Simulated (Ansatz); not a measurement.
# CdNi2P2, from a guessed structure to a relaxed one

Starting from a made-up structure for CdNi2P2, the aim is the relaxed cell, its shortest contacts and, where a second run follows, its electronic structure.

Calculated with Ansatz 0.2.0; DFT, PBE, plane-wave PAW, files of the set soft_1, scalar-relativistic, ferromagnetic start, cell and ions relaxed at zero pressure; PAW set soft_1.

### 1. The structure

Symmetry: P-3m1, No. 164, trigonal system. Conventional cell: a = 3.661 Å, b = 3.661 Å, c = 6.313 Å, α = 90.00°, β = 90.00°, γ = 120.00°. Nearest to Cd lie 6 P at 2.74 Å. Ni has 4 P at 2.19 to 2.26 Å nearest. Nearest to P lie 4 Ni at 2.19 to 2.26 Å and 3 Cd at 2.74 Å. Farther neighbours are not listed.

Coordinates:

```cif
data_structure
_symmetry_space_group_name_H-M 'P-3m1'
_symmetry_Int_Tables_number 164
_cell_length_a 3.6610
_cell_length_b 3.6610
_cell_length_c 6.3130
_cell_angle_alpha 90.000
_cell_angle_beta 90.000
_cell_angle_gamma 120.000
_cell_volume 73.28
loop_
_atom_site_label
_atom_site_type_symbol
_atom_site_symmetry_multiplicity
_atom_site_Wyckoff_symbol
_atom_site_fract_x
_atom_site_fract_y
_atom_site_fract_z
_atom_site_occupancy
Cd1 Cd 1 a 0.00000 0.00000 0.00000 1
Ni1 Ni 2 d 0.33333 0.66667 0.63430 1
P1 P 2 d 0.33333 0.66667 0.27560 1
```

### 2. Relaxation of the guess

The guessed cell has no reason to be at equilibrium. It is relaxed with the atoms, within the space group of the guess.

The input, input.yaml:

```yaml
crystal:
  lattice:
    - [3.661, 0.0, 0.0]
    - [-1.8305, 3.170519003, 0.0]
    - [0.0, 0.0, 6.313]
  atoms:
    - { symbol: Cd, position: [0.0, 0.0, 0.0] }
    - { symbol: Ni, position: [0.333333333, 0.666666667, 0.6343], spin: 1.0 }
    - { symbol: Ni, position: [0.666666667, 0.333333333, 0.3657], spin: 1.0 }
    - { symbol: P, position: [0.333333333, 0.666666667, 0.2756] }
    - { symbol: P, position: [0.666666667, 0.333333333, 0.7244] }
magnetization:
  spin_polarized: true
kpoints:
  mp_grid: { grid: [8, 8, 4] }
scf:
  occupations: { method: fermi_dirac, width: 0.05 }
hamiltonian:
  xc: pbe
  pseudopotentials: { kind: paw, azcp: { folder: soft_1 } }
relax:
  f_tol: 0.015
  max_steps: 70
  cell: {}
output:
  forces: true
  stress: true
```

Launch:

```
ansatz run input.yaml --threads 4 --pin off --max-ram 8192MiB --backend cpu --events-out ev --progress --plain --runs-dir out
```

Numbers of over 12 decimals in the logs are rounded to 6 here.

Log:

```text
Engine: ansatz 0.2.0, x86_64-unknown-linux-gnu
Pseudopotentials: kind: paw
Pseudopotential: Cd, paw, valence charge 20, recommended cutoff 420 eV (normal), soft_1/Cd.paw.azcp
Pseudopotential: Ni, paw, valence charge 18, recommended cutoff 420 eV (normal), soft_1/Ni.paw.azcp
Pseudopotential: P, paw, valence charge 5, recommended cutoff 420 eV (normal), soft_1/P.paw.azcp
Functional definition: PBE
  parameter kappa = 0.804
  parameter beta = 0.066725
  exchange = pbe_x(kappa = kappa, mu = beta*pi^2/3)
  correlation = pbe_c(beta = beta)
Crystal: 5 atoms, lattice volume = 73.277 Å³
Basis set: ecut = 420 eV, 1401 PW (Γ), exchange–correlation on 50×50×90 points (8 copies of the dense FFT grid, shifted against one another)
Bands: 41, of which v1, the nominal top of the filled ones, is band 33 counted from 1 (32 counted from 0)
Symmetry: 12 space group operations
Space group: P-3m1 (ITA 164), of the structure as read, at distance tolerance 4.2e-5 Å
Magnetic group: BNS 164.85 (UNI 1315), of the structure as read, at distance tolerance 4.2e-5 Å
k-points: 35 of 256
Non-local potential: Cd, projectors of the file, l = 0: 3, l = 1: 2, l = 2: 2, l = 3: 1
Non-local potential: Ni, projectors of the file, l = 0: 3, l = 1: 2, l = 2: 3, l = 3: 1
Non-local potential: P, projectors of the file, l = 0: 2, l = 1: 2, l = 2: 1
PAW form: soft (Blöchl's): semilocal exchange-correlation on the pseudo side does not see the compensation charge
PAW one-centre angular grid: Cd, 590 points (default); XC on 64 Gauss nodes
PAW one-centre angular grid: Ni, 590 points (default); XC on 64 Gauss nodes
PAW one-centre angular grid: P, 110 points (default); XC on 64 Gauss nodes
Initial density: superposition of atomic densities (chi_scale 0.1, normalization cell)
Starting moments: Σ|m| = 2 μB on 2 of 5 sites
Initial wavefunctions: pseudopotential atomic-orbital guess
Functional: x = pbe(κ = 0.804, μ = 0.219515), c = pbe(β = 0.066725)
SCF iter   1: F=—  HF=-21443.647189 eV  |F-HF|=—  |Δ(HF+E_count)|=         —  Δρ=3.18e-2 (↑3.18e-2 ↓2.96e-2)  dr2=4.94e0  dr2_m=2.32e-1  M=1.459 μB ∫|m|=1.499 μB  β_m=0.30  ethr=3.10e-3  ⟨swp⟩=7.0  Hψ=12192  notcnv=0  defer=23
Mixer restart at iter 1: flushing history
preconditioner: auto → Kerker (q_TF=auto, 2.681 Å⁻¹)  [metal: Δε(μ)=0.021 eV  Ē_g=8.924 eV  σ=0.050 eV  W_gap=0.10  n_scr=22 (ndim 8)  ℏωp=28.1 eV  f_vac=0.000  D(μ)=3.48/eV (n_scr^D=34)]
spin=Collinear: Kerker preconditioning applied to the charge; magnetization (m = ρ↑ − ρ↓) channel mixes plain (no charge-response kernel on spin).
SCF iter   2: F=—  HF=-21444.260920 eV  |F-HF|=—  |Δ(HF+E_count)|=   6.14e-1  Δρ=3.77e-2 (↑2.12e-2 ↓3.77e-2)  dr2=4.27e0  dr2_m=3.49e-1  M=1.218 μB ∫|m|=1.263 μB  β_m=0.65  ethr=3.10e-3  ⟨swp⟩=2.0  Hψ=3772  notcnv=0  defer=127
SCF iter   3: F=—  HF=-21445.853297 eV  |F-HF|=—  |Δ(HF+E_count)|=    1.59e0  Δρ=3.55e-2 (↑1.91e-2 ↓3.55e-2)  dr2=2.54e0  dr2_m=4.01e-1  M=0.848 μB ∫|m|=0.901 μB  β_m=0.36  ethr=3.10e-3  ⟨swp⟩=3.1  Hψ=4120  notcnv=0  defer=132
SCF iter   4: F=—  HF=-21446.188362 eV  |F-HF|=—  |Δ(HF+E_count)|=   3.35e-1  Δρ=2.67e-2 (↑1.02e-2 ↓2.67e-2)  dr2=1.31e0  dr2_m=1.83e-1  M=0.533 μB ∫|m|=0.573 μB  β_m=0.47  ethr=3.10e-3  ⟨swp⟩=2.3  Hψ=3859  notcnv=0  defer=130
SCF iter   5: F=—  HF=-21446.074196 eV  |F-HF|=—  |Δ(HF+E_count)|=   1.14e-1  Δρ=2.10e-2 (↑2.10e-2 ↓1.34e-2)  dr2=4.78e-1  dr2_m=1.04e-2  M=0.079 μB ∫|m|=0.104 μB  β_m=0.81  ethr=1.99e-3  ⟨swp⟩=3.2  Hψ=4744  notcnv=0  defer=126
SCF iter   6: F=—  HF=-21446.214181 eV  |F-HF|=—  |Δ(HF+E_count)|=   1.40e-1  Δρ=1.63e-2 (↑1.56e-2 ↓1.63e-2)  dr2=5.54e-1  dr2_m=2.71e-4  M=-0.028 μB ∫|m|=0.037 μB  β_m=0.91  ethr=7.24e-4  ⟨swp⟩=2.3  Hψ=3858  notcnv=0  defer=121
SCF iter   7: F=—  HF=-21446.203555 eV  |F-HF|=—  |Δ(HF+E_count)|=         —  Δρ=4.04e-3 (↑1.18e-3 ↓4.04e-3)  dr2=1.39e-2  dr2_m=3.79e-3  M=-0.008 μB ∫|m|=0.015 μB  β_m=0.91  ethr=7.24e-4  ⟨swp⟩=2.1  Hψ=4038  notcnv=0  defer=121
Mixer restart at iter 7: flushing history
SCF iter   8: F=—  HF=-21446.208349 eV  |F-HF|=—  |Δ(HF+E_count)|=   4.79e-3  Δρ=5.29e-3 (↑5.29e-3 ↓4.19e-3)  dr2=3.41e-2  dr2_m=2.25e-4  M=-0.003 μB ∫|m|=0.005 μB  β_m=0.91  ethr=2.11e-5  ⟨swp⟩=2.2  Hψ=6183  notcnv=0  defer=131
SCF iter   9: F=—  HF=-21446.203429 eV  |F-HF|=—  |Δ(HF+E_count)|=   4.92e-3  Δρ=2.09e-3 (↑1.52e-3 ↓2.09e-3)  dr2=6.46e-3  dr2_m=5.68e-5  M=-0.001 μB ∫|m|=0.003 μB  β_m=0.76  ethr=2.11e-5  ⟨swp⟩=2.0  Hψ=5608  notcnv=0  defer=123
SCF iter  10: F=—  HF=-21446.201810 eV  |F-HF|=—  |Δ(HF+E_count)|=   1.62e-3  Δρ=4.10e-4 (↑2.20e-4 ↓4.10e-4)  dr2=2.48e-4  dr2_m=9.93e-6  M=-0.001 μB ∫|m|=0.001 μB  β_m=0.73  ethr=9.78e-6  ⟨swp⟩=2.0  Hψ=3850  notcnv=0  defer=122
SCF iter  11: F=—  HF=-21446.201725 eV  |F-HF|=—  |Δ(HF+E_count)|=   8.48e-5  Δρ=8.58e-5 (↑8.58e-5 ↓5.11e-5)  dr2=1.32e-5  dr2_m=8.58e-7  M=-0.000 μB ∫|m|=0.000 μB  β_m=0.84  ethr=3.76e-7  ⟨swp⟩=2.0  Hψ=4184  notcnv=0  defer=124
SCF iter  12: F=—  HF=-21446.201723 eV  |F-HF|=—  |Δ(HF+E_count)|=   1.87e-6  Δρ=5.61e-5 (↑4.06e-5 ↓5.61e-5)  dr2=6.05e-6  dr2_m=5.28e-8  M=-0.000 μB ∫|m|=0.000 μB  β_m=0.92  ethr=2.00e-8  ⟨swp⟩=2.0  Hψ=3815  notcnv=0  defer=124
SCF iter  13: F=—  HF=-21446.201723 eV  |F-HF|=—  |Δ(HF+E_count)|=   1.62e-7  Δρ=1.65e-5 (↑1.08e-5 ↓1.65e-5)  dr2=7.09e-7  dr2_m=1.99e-8  M=-0.000 μB ∫|m|=0.000 μB  β_m=0.87  ethr=9.17e-9  ⟨swp⟩=2.1  Hψ=3584  notcnv=0  defer=124
SCF iter  14: F=—  HF=-21446.201723 eV  |F-HF|=—  |Δ(HF+E_count)|=   6.46e-8  Δρ=1.06e-5 (↑1.06e-5 ↓1.05e-5)  dr2=3.58e-7  dr2_m=2.43e-11  M=-0.000 μB ∫|m|=0.000 μB  β_m=0.94  ethr=1.07e-9  ⟨swp⟩=2.0  Hψ=4108  notcnv=0  defer=124
SCF iter  15: F=—  HF=-21446.201723 eV  |F-HF|=—  |Δ(HF+E_count)|=   1.28e-8  Δρ=1.21e-6 (↑1.21e-6 ↓1.16e-6)  dr2=1.22e-8  dr2_m=2.12e-10  M=-0.000 μB ∫|m|=0.000 μB  β_m=0.96  ethr=5.42e-10  ⟨swp⟩=2.1  Hψ=3483  notcnv=0  defer=124
SCF iter  16: F=-21446.201723 eV  HF=-21446.201723 eV  |F-HF|=1.78e-9  |Δ(HF+E_count)|=  3.42e-10  Δρ=9.79e-7 (↑9.55e-7 ↓9.79e-7)  dr2=2.23e-9  dr2_m=1.12e-13  M=-0.000 μB ∫|m|=0.000 μB  ethr=1.85e-11  ⟨swp⟩=2.0  Hψ=8997  notcnv=0
WARN: the starting moments were not kept: the SCF closed with an absolute magnetisation of 3.6e-7 μB, where they sum to 2 μB in size (2 sites). That is at most 0.1 of that sum. Measured as dr2_m measures the in/out step, that magnetisation stands 4.0e-14 eV from none, at or under the dr2_threshold of 1.0e-7 eV: it is no larger than a step whose dr2_m would equal this threshold. The system may hold no moment; this SCF [...]
SCF 1 converged in 16 iterations: F = -21446.201723 eV  dr2 = 2.23e-9
[...]
relax step   6: F+E_penalty+E_count = -21446.48929038 eV  Δ(F+E_penalty+E_count) = -6.544e-4 eV  max|allowed force component| = 1.800e-2 eV/Å  Δτ_max = 0.0148 Å  P = -0.056 GPa  Ω = 78.280 Å³  energy of the carried Pulay correction = -1.494e-3 eV  (9 SCF iters, dr2 threshold 1.04e-7 eV, accepted)
relax step   7: F+E_penalty+E_count = -21446.48930988 eV  Δ(F+E_penalty+E_count) = -1.950e-5 eV  max|allowed force component| = 1.337e-2 eV/Å  Δτ_max = 0.0026 Å  P = +0.047 GPa  Ω = 78.251 Å³  energy of the carried Pulay correction = -1.486e-3 eV  (8 SCF iters, dr2 threshold 2.48e-8 eV, accepted)
relax step   8: F+E_penalty+E_count = -21446.48932314 eV  Δ(F+E_penalty+E_count) = -1.326e-5 eV  max|allowed force component| = 6.262e-5 eV/Å  Δτ_max = 0.0013 Å  P = +0.000 GPa  Ω = 78.265 Å³  energy of the carried Pulay correction = -1.490e-3 eV  (8 SCF iters, dr2 threshold 8.15e-9 eV, accepted)
relax step   9: F+E_penalty+E_count = -21446.49152423 eV  Δ(F+E_penalty+E_count) = -2.201e-3 eV  max|allowed force component| = 7.619e-4 eV/Å  Δτ_max = 0.0000 Å  P = +0.042 GPa  Ω = 78.265 Å³  stress off target by 6.24e-2 GPa  SCF on the basis re-selected at this cell (its energy is not comparable with the rows above)  (12 SCF iters)
relax step  10: F+E_penalty+E_count = -21446.49152280 eV  Δ(F+E_penalty+E_count) = +1.428e-6 eV  max|allowed force component| = 4.698e-4 eV/Å  Δτ_max = 0.0007 Å  P = -0.010 GPa  Ω = 78.299 Å³  energy of the carried Pulay correction = -9.243e-6 eV  (7 SCF iters, dr2 threshold 9.73e-9 eV, accepted)
iter 1 solved again at ethr=3.50e-7 eV; its pass at ethr=3.10e-3 eV (dr2=2.31e-4 eV) is discarded
SCF iter   1: F=—  HF=-21446.491518 eV  |F-HF|=—  |Δ(HF+E_count)|=         —  Δρ=2.25e-6 (↑2.25e-6 ↓2.22e-6)  dr2=9.62e-9  dr2_m=9.03e-13  M=-0.000 μB ∫|m|=0.000 μB  β_m=0.65  ethr=3.50e-7  ⟨swp⟩=3.7  Hψ=20742  notcnv=0
eigensolver tolerance schedule: the retry pair's looser diagonalisation over-reported the residual by 23989.39 of it (diagonalisation noise at an unbounded share of the residual, at the tolerance the schedule requests for it); recorded, not acted on — ethr = c·dr2/N_el stays at c = 1.0e-1
preconditioner: auto → Kerker (q_TF=auto, 2.250 Å⁻¹)  [metal: Δε(μ)=0.035 eV  Ē_g=9.114 eV  σ=0.050 eV  W_gap=0.17  n_scr=22 (ndim 8)  ℏωp=27.2 eV  f_vac=0.011  D(μ)=3.19/eV (n_scr^D=22)]
spin=Collinear: Kerker preconditioning applied to the charge; magnetization (m = ρ↑ − ρ↓) channel mixes plain (no charge-response kernel on spin).
SCF iter   2: F=—  HF=-21446.491530 eV  |F-HF|=—  |Δ(HF+E_count)|=   1.18e-5  Δρ=2.62e-6 (↑2.60e-6 ↓2.62e-6)  dr2=1.07e-8  dr2_m=2.20e-13  M=-0.000 μB ∫|m|=0.000 μB  β_m=0.30  ethr=1.46e-11  ⟨swp⟩=4.0  Hψ=8094  notcnv=0
SCF iter   3: F=—  HF=-21446.491530 eV  |F-HF|=—  |Δ(HF+E_count)|=   2.92e-9  Δρ=6.40e-7 (↑6.14e-7 ↓6.40e-7)  dr2=5.90e-10  dr2_m=3.34e-13  M=-0.000 μB ∫|m|=0.000 μB  β_m=0.46  ethr=1.46e-11  ⟨swp⟩=2.0  Hψ=3664  notcnv=0
SCF iter   4: F=—  HF=-21446.491530 eV  |F-HF|=—  |Δ(HF+E_count)|=  5.09e-11  Δρ=1.45e-7 (↑1.45e-7 ↓1.44e-7)  dr2=4.06e-11  dr2_m=1.37e-13  M=-0.000 μB ∫|m|=0.000 μB  β_m=0.55  ethr=1.00e-12  ⟨swp⟩=2.9  Hψ=6033  notcnv=0
SCF iter   5: F=—  HF=-21446.491530 eV  |F-HF|=—  |Δ(HF+E_count)|=  5.46e-11  Δρ=7.45e-8 (↑6.84e-8 ↓7.45e-8)  dr2=2.46e-11  dr2_m=2.87e-14  M=-0.000 μB ∫|m|=0.000 μB  β_m=0.75  ethr=1.00e-12  ⟨swp⟩=1.0  Hψ=2870  notcnv=0
SCF iter   6: F=—  HF=-21446.491530 eV  |F-HF|=—  |Δ(HF+E_count)|=  3.27e-11  Δρ=1.01e-7 (↑9.74e-8 ↓1.01e-7)  dr2=3.25e-11  dr2_m=3.28e-15  M=-0.000 μB ∫|m|=0.000 μB  β_m=0.87  ethr=1.00e-12  ⟨swp⟩=1.0  Hψ=2870  notcnv=0
SCF iter   7: F=—  HF=-21446.491530 eV  |F-HF|=—  |Δ(HF+E_count)|=  2.55e-11  Δρ=1.64e-7 (↑1.63e-7 ↓1.64e-7)  dr2=6.21e-11  dr2_m=3.13e-16  M=0.000 μB ∫|m|=0.000 μB  β_m=0.94  ethr=1.00e-12  ⟨swp⟩=1.5  Hψ=2940  notcnv=0
SCF iter   8: F=-21446.491530 eV  HF=-21446.491530 eV  |F-HF|=3.64e-11  |Δ(HF+E_count)|=    0.00e0  Δρ=1.21e-7 (↑1.21e-7 ↓1.21e-7)  dr2=3.53e-11  dr2_m=3.41e-17  M=0.000 μB ∫|m|=0.000 μB  ethr=1.00e-12  ⟨swp⟩=2.9  Hψ=8504  notcnv=0
the starting moments were not kept: the SCF closed with an absolute magnetisation of 7.0e-9 μB, where they sum to 2 μB in size (2 sites). That is at most 0.1 of that sum. Measured as dr2_m measures the in/out step, that magnetisation stands 2.8e-17 eV from none, at or under the dr2_threshold of 5.0e-11 eV: it is no larger than a step whose dr2_m would equal this threshold.
SCF 11 converged in 8 iterations: F = -21446.491530 eV  dr2 = 3.53e-11
relax step  11: F+E_penalty+E_count = -21446.49153003 eV  Δ(F+E_penalty+E_count) = -7.231e-6 eV  max|allowed force component| = 4.674e-4 eV/Å  Δτ_max = 0.0000 Å  P = -0.010 GPa  Ω = 78.299 Å³  stress off target by 1.16e-2 GPa  SCF on the basis re-selected at this cell (its energy is not comparable with the rows above)  (8 SCF iters)
basis re-selected at this cell: Δ(F+E_penalty+E_count) = -7.231e-6 eV, ΔP = -0.000 GPa vs the last step (what re-selecting the basis moved, of the pressure what is left beyond the Pulay correction that the steps carried, after the strain that the cell walked since its last selection, with what the two solves' SCF thresholds leave and, on support functions, any second-order correction that the steps lacked; it is no m [...]
SCF converged after 8 iterations
Magnetization: 0.0000 μB (33.0000 up, 33.0000 down)
Absolute magnetization: 0.0000 μB (∫|ρ↑−ρ↓|, with the PAW one-centre terms)
Spin contamination: 0.0000 ħ² per cell (⟨S²⟩ above its minimum at these occupations)
Per-site moments (μB) at R_I (Å): [(1.057956310125739e-10, 1.168446), (1.9753482937196205e-9, 0.907072), (1.9753480867793063e-9, 0.907072), (4.784099402391547e-10, 0.907072), (4.784100743875313e-10, 0.907072)]
Free energy (F): -21446.491530 eV
Harris-Foulkes:  -21446.491530 eV  (|F-HF|=3.64e-11)
Internal energy: -21446.465828 eV  (E = F + TS)
E sigma→0 (E₀):  -21446.478679 eV
Entropy (-TS):   -0.025702 eV (-5.140 meV/atom)
Fermi energy:    12.736649 eV
--- Per-component energies (eV) ---
  E_band       = -1144.676994
  E_kinetic    = 1261.345158
  E_local      = -10899.193279  (includes V_loc(G=0)·N_el)
  E_nonlocal   = -50.811315
  E_hartree    = 5464.692072
  E_xc         = -529.197065
  E_vxc        = -610.994327  (∫ρ·V_xc dr)
  E_paw        = -8531.019187  (= ΣΔE_a)
  E_vpaw       = -1774.408775  (= ΣTr[D̂ρ^β])
  E_aug_tail   = 0.002129  (compensation charges beyond the density's cutoff)
  E_ewald      = -8162.284342
  E_smearing   = -0.025702  (= −TS)
  E_closure    = 0.000000  (closes the sum)
  Σ components = -21446.491530   (vs F -21446.491530, Δ=0.00e0)
--- Forces (eV/Å), atoms counted from 1 ---
  atom   1  Cd     0.00000000     0.00000000     0.00000000
  atom   2  Ni     0.00000000    -0.00000000    -0.00007733
  atom   3  Ni    -0.00000000     0.00000000     0.00007733
  atom   4  P      0.00000000     0.00000000    -0.00046741
  atom   5  P      0.00000000    -0.00000000     0.00046741
  max |Σ_I F_I| component: 9.25e-18 eV/Å
--- Stress (GPa, compression-positive) ---
       -0.011585      -0.000000       0.000000
       -0.000000      -0.011585      -0.000000
        0.000000      -0.000000      -0.007934
  P = ⅓ Tr σ = -0.0104 GPa (-0.104 kbar)
--- Relaxed structure (9 steps of the walk, 9 accepted, 2 SCFs on fresh bases) ---
  F+E_penalty+E_count = -21446.49153003 eV   max|allowed force component| = 4.674e-4 eV/Å   (the final SCF, on the basis selected at the relaxed cell)
  cell:  # Å, volume = 78.2986 Å³
    - [3.845029, 0, 0]
    - [-1.922515, 3.329893, 0]
    - [0, 0, 6.115390]
  atoms:
    - { symbol: Cd, position: [0, 0, 0] }
    - { symbol: Ni, position: [0.333333, 0.666667, 0.647280] }
    - { symbol: Ni, position: [0.666667, 0.333333, 0.352720] }
    - { symbol: P, position: [0.333333, 0.666667, 0.287702] }
    - { symbol: P, position: [0.666667, 0.333333, 0.712298] }
```

The job ended after 28 s (4 threads of AMD EPYC 9B14 (Zen 4), shared host; peak memory 0.6 GiB).

The steps of the relaxation:

```
step  energy less that of the first step (eV)  largest force component (eV/Å)  pressure (GPa)  volume (Å³)
   1                                   0.0000                          0.4785            8.97        73.28
   2                                  -0.2062                          0.1975            1.37        78.34
   3                                  -0.2677                          0.0735           -0.27        78.96
   4                                  -0.2764                          0.1397           -0.08        78.19
   5                                  -0.2869                          0.0346           -0.19        78.46
   6                                  -0.2876                          0.0180           -0.06        78.28
   7                                  -0.2876                          0.0134            0.05        78.25
   8                                  -0.2876                          0.0001            0.00        78.26
  9*                                  -0.2898                          0.0008            0.04        78.26
  10                                  -0.2898                          0.0005           -0.01        78.30
 11*                                  -0.2898                          0.0005           -0.01        78.30
```

Relaxation steps marked * repeat the geometry before them on a plane-wave basis chosen anew for their cell, so energy and pressure can jump there.

Forces are held to the 12 operations that the run works with; a distortion that breaks them can't arise in this run.

```csv
"conventional cell, symmetrised",before,after,change
a (Å),3.661,3.845,+5.0 %
b (Å),3.661,3.845,+5.0 %
c (Å),6.313,6.115,-3.1 %
volume (Å³/atom),14.66,15.66,+6.9 %
```

The atoms that moved most (Å, as changes of fractional coordinates times the final cell):

```
atom     dx     dy      dz  length
 Ni2  0.000  0.000   0.079   0.079
 Ni3  0.000  0.000  -0.079   0.079
  P4  0.000  0.000   0.074   0.074
  P5  0.000  0.000  -0.074   0.074
```

The relaxed structure:

```xyz
5
Lattice="3.8450 0.0000 0.0000 -1.9225 3.3299 0.0000 0.0000 0.0000 6.1154" Properties=species:S:1:pos:R:3 pbc="T T T"
Cd    0.0000    0.0000    0.0000
Ni    0.0000    2.2199    3.9584
Ni    1.9225    1.1100    2.1570
P     0.0000    2.2199    1.7594
P     1.9225    1.1100    4.3560
```

This step gave:

| Property | Result |
| --- | --- |
| free energy | -21446.4915 eV |
| energy at zero smearing | -21446.4787 eV |
| smearing term TS | 0.02570 eV |
| Fermi energy | 12.74 eV |
| electrons | 66 |
| symmetry operations | 12 |
| pressure | -0.01037 GPa |

The shortest distance of each pair, which need not be the same contact before and after:

```csv
pair,guess (Å),relaxed (Å)
Ni–P,2.189,2.199
Cd–P,2.738,2.833
Ni–Ni,2.710,2.859
Cd–Ni,3.130,3.095
P–P,3.535,3.416
```

The relaxation ends with a largest force component of 4.7e-4 eV/Å and a pressure of -0.01 GPa. No moment survives the cycle: this start ends non-magnetic.

### 3. What came out

```json
{"space group, relaxed": "P-3m1", "conventional cell": "a = 3.845, b = 3.845, c = 6.115 Å; α = 90.0°, β = 90.0°, γ = 120.0°", "volume per atom": "15.66 Å³ (guess 14.66)", "total moment": "0.00 μB in the cell of 5 atoms"}
```

**Reading.** CdNi2P2 relaxes to P-3m1 with a = 3.845, b = 3.845 and c = 6.115 Å. The guessed volume was 6 % too small. The space group P-3m1 was held in the relaxation, so the end point is a stationary structure within it and may be a saddle against distortions or other arrangements. The moments died out from this one start and weren't seeded again at the relaxed cell. Mesh and cutoff weren't tested. No dispersion term is used, so weakly bound directions may come out too long. Nothing here tests whether the compound is stable against decomposition.

[Logs are printed without paths, hosts, clocks, repeated set-up lines and the standing remarks that a program may print on its own settings, such as how far it seeks lower states.]

[Hosts, paths, dates, database ids (printed as entryN), source tags and the programs' standing remarks are cut or masked in the printed files.]
